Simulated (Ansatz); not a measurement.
## How many bands does the GW gap of ZnSe (Stilleite) need?

How do accuracy and time trade against each other in G0W0 on ZnSe (Stilleite)?

Calculated with Ansatz 0.2.0; G0W0 on PBE, plane waves, PAW.

Most raw output is cut from this account.

## Step 1: The structure

It takes space group F-43m (No. 216, cubic). The conventional cell has a = 5.668 Å, b = 5.668 Å, c = 5.668 Å, α = 90.00°, β = 90.00°, γ = 90.00°. Nearest to Zn lie 4 Se at 2.45 Å. Nearest to Se lie 4 Zn at 2.45 Å. Farther neighbours and most contacts between anions are not listed.

The cell and positions come from the Crystallography Open Database and are kept as given unless a step says otherwise.

## Step 2: 189 empty bands, screening to 150 eV

Now the one-shot GW correction: screening in the RPA, then the self-energy of the levels asked for. This step takes hard PAW files.

input.yaml

```yaml
crystal:
  lattice:
    - [0.0, 2.8338, 2.8338]
    - [2.8338, 0.0, 2.8338]
    - [2.8338, 2.8338, 0.0]
  atoms:
    - { symbol: Zn, position: [0.0, 0.0, 0.0] }
    - { symbol: Se, position: [0.25, 0.25, 0.25] }
kpoints:
  mp_grid: { grid: [8, 8, 8] }
hamiltonian:
  xc: pbe
  pseudopotentials: { kind: paw, source: ansatz }
scf:
  occupations: { method: fixed }
gw:
  n_empty_bands: 189
  ecut_chi: 150
  qp_bands: [v2, c2]
  qp_kpoints: band_edges
  screening: { model: contour_deformation }
```

The run is started by

```
$ ansatz run input.yaml --threads 3 --pin off --max-ram 92160MiB --backend cuda --events-out ev --progress --plain --runs-dir out --devices 1 --max-vram 13GiB
```

Elapsed: 45 s, on 1 × NVIDIA H100 80GB HBM3 (shared by 6 runs) with 3 threads of AMD EPYC 7R13 (Zen 3), shared host; peak memory 1.5 GiB; 80 s of CPU time.

Numbers from this step:

* bands summed: 207
* RPA ε∞ on this mesh (eigenvalues): 7.378, 7.378, 7.378
* plane waves in the screening matrix: 181
* q-points in the mesh: 512
* G0W0 gap on the mesh: 2.364 eV
* k of the valence top: 0, 0, 0
* k of the conduction bottom: 0, 0, 0
* starting gap on the mesh: 1.290 eV
* Z at the valence top: 0.7699
* Z at the conduction bottom: 0.7997
* least direct G0W0 gap on the computed points: 2.364 eV

The gap on the mesh goes from 1.29 eV to 2.36 eV, a correction of +1.07 eV. Between the two edge states, bare exchange in place of the xc potential would open the gap by 6.76 eV, and correlation takes back 5.68 eV.

## Step 3: 408 empty bands, screening to 250 eV

Bands and screening cutoff are moved together, since each hides the error of the other.

input.yaml: that of step 2 with these lines changed.

```diff
@@ -16,4 +16,4 @@
 gw:
-  n_empty_bands: 189
-  ecut_chi: 150
+  n_empty_bands: 408
+  ecut_chi: 250
   qp_bands: [v2, c2]
```

Run time: 2.2 min. Hardware: 1 × NVIDIA H100 80GB HBM3 (shared by 6 runs) with 3 threads; peak memory 2.7 GiB.

Numbers from this step:

```
bands summed                                 : 426
RPA ε∞ on this mesh (eigenvalues)            : 7.378, 7.378, 7.378
plane waves in the screening matrix          : 411
q-points in the mesh                         : 512
G0W0 gap on the mesh                         : 2.345 eV
k of the valence top                         : 0, 0, 0
k of the conduction bottom                   : 0, 0, 0
starting gap on the mesh                     : 1.290 eV
Z at the valence top                         : 0.7697
Z at the conduction bottom                   : 0.7998
least direct G0W0 gap on the computed points : 2.345 eV
```

Against the run with 8×8×8 mesh, 189 empty bands, screening to 150 eV, hard PAW files, the gap moves by −0.019 eV.

## Step 4: 765 empty bands, screening to 380 eV

input.yaml: that of step 3 with these lines changed.

```diff
@@ -16,4 +16,4 @@
 gw:
-  n_empty_bands: 408
-  ecut_chi: 250
+  n_empty_bands: 765
+  ecut_chi: 380
   qp_bands: [v2, c2]
```

Elapsed: 6.9 min, on 1 × NVIDIA H100 80GB HBM3 (shared by 6 runs) with 3 threads; peak memory 5.7 GiB.

Numbers from this step:

```yaml
bands_summed: 783
rpa_eps_infinity_on_this_mesh_eigenvalues: 7.374, 7.374, 7.374
plane_waves_in_the_screening_matrix: 749
g0w0_gap_on_the_mesh: 2.356 eV
k_of_the_valence_top: 0, 0, 0
k_of_the_conduction_bottom: 0, 0, 0
starting_gap_on_the_mesh: 1.290 eV
least_direct_g0w0_gap_on_the_computed_points: 2.356 eV
```

Against the run with 8×8×8 mesh, 408 empty bands, screening to 250 eV, hard PAW files, the gap moves by +0.011 eV.

## Step 5: Changing the k mesh: 10×10×10 mesh, 189 empty bands, screening to 150 eV, hard PAW files

Only the mesh changes. It samples the long-range screening, which converges on its own terms. Bands and cutoff differ from the step before, so it is read against an earlier run that matches them.

input.yaml: that of step 4 with these lines changed.

```diff
@@ -9,3 +9,3 @@
 kpoints:
-  mp_grid: { grid: [8, 8, 8] }
+  mp_grid: { grid: [10, 10, 10] }
 hamiltonian:
@@ -16,4 +16,4 @@
 gw:
-  n_empty_bands: 765
-  ecut_chi: 380
+  n_empty_bands: 189
+  ecut_chi: 150
   qp_bands: [v2, c2]
```

It took 2.7 min on 1 × NVIDIA H100 80GB HBM3 (shared by 6 runs) with 3 threads; peak memory 1.9 GiB; 4.9 min of CPU time.

This step gave:

```yaml
bands_summed: 207
rpa_eps_infinity_on_this_mesh_eigenvalues: 7.039, 7.039, 7.039
plane_waves_in_the_screening_matrix: 181
g0w0_gap_on_the_mesh: 2.369 eV
k_of_the_valence_top: 0, 0, 0
k_of_the_conduction_bottom: 0, 0, 0
starting_gap_on_the_mesh: 1.290 eV
least_direct_g0w0_gap_on_the_computed_points: 2.369 eV
```

Against the run with 8×8×8 mesh, 189 empty bands, screening to 150 eV, hard PAW files, the gap moves by +0.005 eV.

## Step 6: The runs together

Times are wall times on 1 × NVIDIA H100 80GB HBM3 (shared by 6 runs) with 3 threads of AMD EPYC 7R13 (Zen 3), shared host, good to a factor of about two.

| mesh | files | frequency | bands summed | cutoff (eV) | start (eV) | G0W0 (eV) | time | host memory (GiB) |
| --- | --- | --- | --- | --- | --- | --- | --- | --- |
| 8×8×8 | hard PAW | contour deformation | 207 | 150 | 1.290 | 2.364 | 45 s | 1.5 |
| 8×8×8 | hard PAW | contour deformation | 426 | 250 | 1.290 | 2.345 | 2.2 min | 2.7 |
| 8×8×8 | hard PAW | contour deformation | 783 | 380 | 1.290 | 2.356 | 6.9 min | 5.7 |
| 10×10×10 | hard PAW | contour deformation | 207 | 150 | 1.290 | 2.369 | 2.7 min | 1.9 |

The parts of the quasiparticle energy at the two band edges (eV; QP = start + Σx + Σc − Vxc):

| run | edge | start | Σx | Σc | Vxc | Z | QP |
| --- | --- | --- | --- | --- | --- | --- | --- |
| 207 bands | valence top | 8.15 | -21.75 | 2.03 | -18.89 | 0.77 | 7.31 |
| 207 bands | conduction bottom | 9.44 | -9.90 | -3.65 | -13.80 | 0.80 | 9.68 |
| 426 bands | valence top | 8.15 | -21.75 | 1.90 | -18.89 | 0.77 | 7.18 |
| 426 bands | conduction bottom | 9.44 | -9.90 | -3.80 | -13.80 | 0.80 | 9.53 |
| 783 bands | valence top | 8.15 | -21.75 | 1.84 | -18.89 | 0.77 | 7.12 |
| 783 bands | conduction bottom | 9.44 | -9.90 | -3.85 | -13.80 | 0.80 | 9.48 |

## Step 7: Summary of results

| Item | Value |
| --- | --- |
| 207 bands, 150 eV | 2.364 eV |
| 426 bands, 250 eV | 2.345 eV |
| 783 bands, 380 eV | 2.356 eV |
| mesh and start | 8×8×8, PBE |

In words: From 207 to 783 bands the gap moves by −0.01 eV while the time grows 9.3-fold. Σc changes by −0.19 eV at the valence top and −0.20 eV at the conduction bottom, so the levels themselves move more than the gap between them. The gap turns back along the series, so no limit is drawn from it. On the 10×10×10 mesh in place of 8×8×8 the gap differs by +0.005 eV, of which +0.0002 eV is already in the start. Gaps are over the mesh's points; an edge off the mesh would be missed. The many-body steps are scalar-relativistic: spin-orbit coupling is not in them.

[Paths, hosts, dates, memory and timing lines, banners, echoed tables and standing remarks are left out of the program output.]

[Logs are printed without paths, hosts, clocks, repeated set-up lines and the standing remarks that a program may print on its own settings, such as how far it seeks lower states.]

[Runs of the session that timed out or met a known fault of the program may be left out.]

[Cells called generated may have been cut or substituted from an entry of the Crystallography Open Database or the Materials Project.]

[Hosts, paths, dates, database ids (printed as entryN), source tags and the programs' standing remarks are cut or masked in the printed files.]
